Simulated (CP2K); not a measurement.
Consider 1,3-dioxolane at its PBE geometry (Å).

```xyz
11

C    -0.4048    1.0170    0.0967
C    -1.0143   -0.3753    0.1407
O     0.1316   -1.1976    0.4378
C     1.2436   -0.5601   -0.2036
O     0.8589    0.7798   -0.5577
H    -0.2519    1.4179    1.1141
H    -0.9644    1.7401   -0.5086
H    -1.4548   -0.6514   -0.8336
H    -1.7512   -0.5260    0.9383
H     2.0833   -0.5639    0.5121
H     1.5241   -1.0805   -1.1361
```

Method: CP2K XAS_TDP, all-electron GAPW, PBEh(45%), aug-cc-pVDZ, TDA, GW2X-corrected core level, no relativity.

Q: Predict the bright core excitations at the C K edge.

Leading lines: C1 291.54 eV and C4 292.81 eV. The leading line of an atom is its first one with 35 % of the strongest within 2.5 eV of its lowest line over the strength cut. Core ionisation energies at this level: C1 293.75 and C4 294.95 eV.

The first six lines of each atom with a strength over 0.0015:

```tsv
atom	energy (eV)	states	strength, one atom	above the computed threshold
C1 (bonded to C, O and 2 H), 2 alike	291.54	1	0.0265	
	291.79	1	0.0214	
	292.18	1	0.0222	
	292.82	1	0.0016	
	293.11	1	0.0041	
	293.44	1	0.0064	
C4 (bonded to 2 O and 2 H)	292.81	1	0.0474	
	292.85	1	0.0219	
	293.55	1	0.0235	
	294.18	1	0.0125	
	294.55	1	0.0026	
	294.62	1	0.0043
```

Lines are vertical, at one geometry, with no vibrational structure. GW2X ionisation energies and lines can be off by 1 to 2 eV either way, and a good line position may hide errors that cancel. These values hold no scalar relativity, about 0.1 eV for C 1s. Rydberg lines, and the discretised continuum above threshold, depend on the basis and the box.

[Banner, clock and machine lines of the logs are left out without a mark of their own.]

[Logs are printed without paths, hosts, clocks, repeated set-up lines and the standing remarks that a program may print on its own settings, such as how far it seeks lower states.]

[Hosts, paths, dates, database ids (printed as entryN), source tags and the programs' standing remarks are cut or masked in the printed files.]
